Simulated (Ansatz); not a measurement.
# P on Ni(100): change of the work function, part 4 of 4

Aim: the work function of Ni(100) at several coverages of P (hollow site), and the dipole that each adsorbate carries.

Ansatz 0.2.0; plane-wave DFT, PBE, Ansatz PAW.

So far, work function, upper face (eV): step 2 (the clean slab) 4.88; step 3 (37 atoms, coverage 0.111 ML, cell 3x3) 5.05; step 4 (17 atoms, coverage 0.25 ML, cell 2x2) 5.19.

### 5. Adsorbate added, k-mesh 6×6×1, coverage 0.5 ML

System of this step: Ni8P (P/Ni(100)). The cell holds 18 atoms: 16 Ni and 2 P. Cell: a = 4.978 Å, b = 4.978 Å, c = 24.837 Å, α = 90.0°, β = 90.0°, γ = 90.0°. Vacuum lies along c.

Another coverage, to see how the dipoles act on each other as their distance changes.

File input.yaml:

```yaml
crystal:
  lattice:
    - [4.9780317396, 0.0, 0.0]
    - [0.0, 4.9780317396, 0.0]
    - [0.0, 0.0, 24.8367041378]
  atoms:
    - { symbol: Ni, position: [0.25, 0.25, 0.3623669208], spin: 0.76 }
    - { symbol: Ni, position: [0.0, 0.0, 0.4332297853], spin: 0.69 }
    - { symbol: Ni, position: [0.25, 0.25, 0.504984413], spin: 0.7 }
    - { symbol: Ni, position: [0.0, 0.0, 0.5731686669], spin: 0.76 }
    - { symbol: Ni, position: [0.25, 0.75, 0.3623669208], spin: 0.76 }
    - { symbol: Ni, position: [0.0, 0.5, 0.4332297853], spin: 0.69 }
    - { symbol: Ni, position: [0.25, 0.75, 0.504984413], spin: 0.7 }
    - { symbol: Ni, position: [0.0, 0.5, 0.5731686669], spin: 0.76 }
    - { symbol: Ni, position: [0.75, 0.25, 0.3623669208], spin: 0.76 }
    - { symbol: Ni, position: [0.5, 0.0, 0.4332297853], spin: 0.69 }
    - { symbol: Ni, position: [0.75, 0.25, 0.504984413], spin: 0.7 }
    - { symbol: Ni, position: [0.5, 0.0, 0.5731686669], spin: 0.76 }
    - { symbol: Ni, position: [0.75, 0.75, 0.3623669208], spin: 0.76 }
    - { symbol: Ni, position: [0.5, 0.5, 0.4332297853], spin: 0.69 }
    - { symbol: Ni, position: [0.75, 0.75, 0.504984413], spin: 0.7 }
    - { symbol: Ni, position: [0.5, 0.5, 0.5731686669], spin: 0.76 }
    - { symbol: P, position: [0.25, 0.25, 0.6376330792] }
    - { symbol: P, position: [0.75, 0.75, 0.6376330792] }
magnetization:
  spin_polarized: true
kpoints:
  mp_grid: { grid: [6, 6, 1] }
hamiltonian:
  xc: pbe
scf:
  occupations: { method: fermi_dirac, width: 0.1 }
  convergence: { dr2_threshold: 1.0e-08 }
efield:
  axis: 3
  dipole_correction: true
  ramp_position: 0.97
  ramp_width: 0.06
relax:
  f_tol: 0.02
  max_steps: 60
  constraints: [{ sites: [0, 1, 4, 5, 8, 9, 12, 13] }]
output:
  dos: { projected: true, e_range: [-8, 4] }
  write_potential: true
  write_density: true
  volumetric_format: npy
  elf: true
```

The run is started by

```
$ ansatz run input.yaml --threads 4 --pin off --max-ram 16384MiB --backend cpu --events-out ev --progress --plain --runs-dir out
```

Numbers of over 12 decimals in the logs are rounded to 6 here.

The program printed:

```text
[...]
Crystal: 18 atoms, lattice volume = 615.473 Å³
Basis set: ecut = 420 eV, 12079 PW (Γ), exchange–correlation on 72×72×360 points (8 copies of the dense FFT grid, shifted against one another)
Bands: 186, of which v1, the nominal top of the filled ones, is band 149 counted from 1 (148 counted from 0)
[...]
- { symbol: Ni, position: [0.75, 0.75, 0.3623669208] }
    - { symbol: Ni, position: [0.500000, 0.500000, 0.433230] }
    - { symbol: Ni, position: [0.75, 0.75, 0.503164] }
    - { symbol: Ni, position: [0.500000, 0.500000, 0.576726] }
    - { symbol: P, position: [0.250000, 0.250000, 0.629089] }
    - { symbol: P, position: [0.75, 0.75, 0.629089] }
[key lines of the parts left out:]
SCF converged after 12 iterations
Magnetization: 7.7136 μB (152.8568 up, 145.1432 down)
Free energy (F): -94944.380657 eV
Fermi energy:    2.325631 eV
Dipole field:    D = -0.006297 V/Å  (p = -0.021418 e·Å, saw-weighted, corrected)
Work function:   Φ+ = 5.0462 eV   Φ− = 4.8898 eV
```

The job ended after 9.5 min (4 threads of Arm Neoverse V2, shared host; peak memory 3.7 GiB; 37 min of CPU time).

Relaxation path:

```csv
step,energy less that of the first step (eV),largest force component (eV/Å)
1,0.0000,2.2969
2,-0.4919,1.5554
3,-0.8514,0.3565
4,-0.8640,0.0209
5,-0.8641,0.0058
```

Forces are held to the 16 operations that the run works with; a distortion that breaks them can't arise in this run.

The atoms that moved most (Å):

```csv
atom,dx,dy,dz,length
P18,0.000,0.000,-0.212,0.212
P17,0.000,0.000,-0.212,0.212
Ni4,0.000,0.000,0.088,0.088
Ni8,0.000,0.000,0.088,0.088
Ni16,0.000,0.000,0.088,0.088
Ni12,0.000,0.000,0.088,0.088
Ni3,0.000,0.000,-0.045,0.045
Ni15,0.000,0.000,-0.045,0.045
```

Final coordinates:

```cif
data_structure
_symmetry_space_group_name_H-M 'P 1'
_symmetry_Int_Tables_number 1
_cell_length_a 4.9780
_cell_length_b 4.9780
_cell_length_c 24.8367
_cell_angle_alpha 90.000
_cell_angle_beta 90.000
_cell_angle_gamma 90.000
_cell_volume 615.47
loop_
_atom_site_label
_atom_site_type_symbol
_atom_site_fract_x
_atom_site_fract_y
_atom_site_fract_z
_atom_site_occupancy
Ni1 Ni 0.25000 0.25000 0.36237 1
Ni2 Ni 0.00000 0.00000 0.43323 1
Ni3 Ni 0.25000 0.25000 0.50316 1
Ni4 Ni 0.00000 0.00000 0.57673 1
Ni5 Ni 0.25000 0.75000 0.36237 1
Ni6 Ni 0.00000 0.50000 0.43323 1
Ni7 Ni 0.25000 0.75000 0.50449 1
Ni8 Ni 0.00000 0.50000 0.57673 1
Ni9 Ni 0.75000 0.25000 0.36237 1
Ni10 Ni 0.50000 0.00000 0.43323 1
Ni11 Ni 0.75000 0.25000 0.50449 1
Ni12 Ni 0.50000 0.00000 0.57673 1
Ni13 Ni 0.75000 0.75000 0.36237 1
Ni14 Ni 0.50000 0.50000 0.43323 1
Ni15 Ni 0.75000 0.75000 0.50316 1
Ni16 Ni 0.50000 0.50000 0.57673 1
P17 P 0.25000 0.25000 0.62909 1
P18 P 0.75000 0.75000 0.62909 1
```

The density of states has structure finer than the step of the table below, so its rows give means over 0.5 eV, whole bins alone (the curve runs from -8 to 1.98 eV). Peaks (eV: height): total -2.32: 66.5, -2.20: 57.2, -1.50: 58.4, -1.23: 56.9, -1.14: 75.0, -0.96: 60.8, -0.60: 83.6; up -2.92: 32.4, -2.14: 42.5, -1.50: 33.8, -1.44: 32.3, -1.17: 35.5, -0.96: 32.2, -0.60: 64.8; down -2.32: 37.5, -2.20: 29.7, -1.62: 35.8, -1.23: 38.2, -1.14: 39.9, -0.09: 31.7, 0.21: 36.0.

Density of states against energy, zero at the Fermi level; means over each step; values in states/eV a cell:

```csv
energy (eV),total,up,down
-7.5,1.14,0.572,0.568
-7.0,1.23,0.618,0.611
-6.5,1.64,0.820,0.822
-6.0,3.31,1.68,1.64
-5.5,5.57,2.92,2.65
-5.0,6.02,3.35,2.67
-4.5,12.2,7.13,5.05
-4.0,21.1,12.0,9.06
-3.5,26.0,15.7,10.3
-3.0,29.0,14.5,14.5
-2.5,34.9,19.4,15.5
-2.0,41.0,22.9,18.1
-1.5,45.6,22.4,23.2
-1.0,48.1,26.6,21.6
-0.5,42.5,20.6,22.0
0.0,26.9,4.68,22.2
0.5,12.0,3.76,8.21
1.0,7.26,3.52,3.74
1.5,7.72,3.71,4.01
```

The relaxation took 5 steps and lowered the energy by 0.86 eV; the largest force on the free atoms ends at 0.0058 eV/Å.

The covered face has 5.05 eV, +0.16 eV against the clean one; the bare back face has moved by +0.01 eV, a measure of how thin the slab is.

### 6. The covered slab, k-mesh 12×12×1, coverage 1 ML

System of this step: Ni4P (P/Ni(100)). The cell holds 5 atoms: 4 Ni and 1 P. Its edges and angles: a = 2.489 Å, b = 2.489 Å, c = 24.837 Å, α = 90.0°, β = 90.0°, γ = 90.0°. Vacuum lies along c.

Another coverage, to see how the dipoles act on each other as their distance changes.

input.yaml, the sections that differ from step 5:

```yaml
crystal:
  lattice:
    - [2.4890158698, 0.0, 0.0]
    - [0.0, 2.4890158698, 0.0]
    - [0.0, 0.0, 24.8367041378]
  atoms:
    - { symbol: Ni, position: [0.5, 0.5, 0.3623669208], spin: 0.76 }
    - { symbol: Ni, position: [0.0, 0.0, 0.4332297853], spin: 0.69 }
    - { symbol: Ni, position: [0.5, 0.5, 0.504984413], spin: 0.7 }
    - { symbol: Ni, position: [0.0, 0.0, 0.5731686669], spin: 0.76 }
    - { symbol: P, position: [0.5, 0.5, 0.6376330792] }
kpoints:
  mp_grid: { grid: [12, 12, 1] }
relax:
  f_tol: 0.02
  max_steps: 60
  constraints: [{ sites: [0, 1] }]
output:
  write_potential: true
  write_density: true
  volumetric_format: npy
# magnetization, hamiltonian, scf, efield: as in step 5
```

The program printed:

```text
[...]
Crystal: 5 atoms, lattice volume = 153.868 Å³
Basis set: ecut = 420 eV, 2971 PW (Γ), exchange–correlation on 36×36×360 points (8 copies of the dense FFT grid, shifted against one another)
Bands: 48, of which v1, the nominal top of the filled ones, is band 39 counted from 1 (38 counted from 0)
[...]
F+E_penalty+E_count = -24113.81918512 eV   max|allowed force component| = 6.401e-4 eV/Å
  atoms:
    - { symbol: Ni, position: [0.500000, 0.500000, 0.3623669208] }
    - { symbol: Ni, position: [0.0, 0.0, 0.433230] }
    - { symbol: Ni, position: [0.500000, 0.500000, 0.503716] }
    - { symbol: Ni, position: [1.0033861045318721e-17, 0, 0.578344] }
    - { symbol: P, position: [0.500000, 0.500000, 0.640990] }
[key lines of the parts left out:]
SCF converged after 10 iterations
Magnetization: 1.9263 μB (39.4632 up, 37.5368 down)
Free energy (F): -24113.819185 eV
Fermi energy:    3.133027 eV
Dipole field:    D = -0.003081 V/Å  (p = -0.002619 e·Å, saw-weighted, corrected)
Work function:   Φ+ = 4.9660 eV   Φ− = 4.8895 eV
```

It took 72 s on 4 threads; peak memory 0.68 GiB.

The steps of the relaxation:

```csv
step,energy less that of the first step (eV),largest force component (eV/Å)
1,0.0000,0.9788
2,-0.0393,0.6563
3,-0.0683,0.1556
4,-0.0696,0.0371
5,-0.0698,0.0006
```

The run keeps the 8 symmetry operations that it works with, so distortions that break them were not tested.

The atoms that moved most (Å):

```csv
atom,dx,dy,dz,length
Ni4,0.000,0.000,0.129,0.129
P5,0.000,0.000,0.083,0.083
Ni3,0.000,0.000,-0.032,0.032
```

Final coordinates:

```cif
data_structure
_symmetry_space_group_name_H-M 'P 1'
_symmetry_Int_Tables_number 1
_cell_length_a 2.4890
_cell_length_b 2.4890
_cell_length_c 24.8367
_cell_angle_alpha 90.000
_cell_angle_beta 90.000
_cell_angle_gamma 90.000
_cell_volume 153.87
loop_
_atom_site_label
_atom_site_type_symbol
_atom_site_fract_x
_atom_site_fract_y
_atom_site_fract_z
_atom_site_occupancy
Ni1 Ni 0.50000 0.50000 0.36237 1
Ni2 Ni 0.00000 0.00000 0.43323 1
Ni3 Ni 0.50000 0.50000 0.50372 1
Ni4 Ni 0.00000 0.00000 0.57834 1
P5 P 0.50000 0.50000 0.64099 1
```

The relaxation took 5 steps and lowered the energy by 0.070 eV; the largest force on the free atoms ends at 6.4e-4 eV/Å.

The covered face has 4.97 eV, +0.08 eV against the clean one; the bare back face has moved by +0.01 eV, a measure of how thin the slab is.

### 7. Work function against coverage

This step: plane-wave DFT, PBE, Ansatz PAW; work function against coverage (Ansatz 0.2.0).

The runs are now put side by side.

This step gave:

- work function of the clean face: 4.883 eV
- largest change of the work function: 0.3063 eV

The work function of the covered face by coverage:

```csv
coverage (adsorbates/nm²),work function of the covered face (eV)
0.00,4.88
1.79,5.05
4.04,5.19
8.07,5.05
16.14,4.97
```

The dipole per adsorbate comes from the change of the cell's dipole. Coverage, by row:

```csv
coverage (1/nm²),coverage (ML),work function (eV),change (eV),"dipole per adsorbate, positive end outwards (debye)",mean height of the added atoms over the highest substrate atom (Å)
1.793,0.1111,5.053,0.1701,-0.252,1.206
4.035,0.25,5.189,0.3063,-0.199,1.221
8.071,0.5,5.046,0.1634,-0.051,1.301
16.14,1,4.966,0.0832,-0.013,1.556
```

### 8. Outcome

| Property | Result |
| --- | --- |
| work function of the clean face | 4.88 eV |
| work function at 0.11 ML | 5.05 eV |
| work function at 0.25 ML | 5.19 eV |
| work function at 0.5 ML | 5.05 eV |
| work function at 1 ML | 4.97 eV |
| dipole per adsorbate at 0.11 ML, positive end outwards | -0.25 D |

What this shows: P raises the work function of Ni(100) at the lowest coverage, by 0.17 eV: the adsorbate layer has its negative end outwards. The dipole per adsorbate falls from 0.25 to 0.01 D as the layer fills. Neighbouring dipoles depolarise each other, and heights and bonding change with coverage too. The slab has 4 layers, at the tabulated experimental lattice constant, one starting site was run, and quantum-size effects of a slab this thin can reach one or two tenths of an eV. The magnetic order is the one reached from the typed start; other orders were not compared.

[Logs are printed without paths, hosts, clocks, repeated set-up lines and the standing remarks that a program may print on its own settings, such as how far it seeks lower states.]

[Hosts, paths, dates, database ids (printed as entryN), source tags and the programs' standing remarks are cut or masked in the printed files.]

[Maps of the electrostatic potential energy from Ansatz leave out the sawtooth potential of an applied field or a dipole correction, so their vacuum need not be flat; planar profiles and work functions include it.]
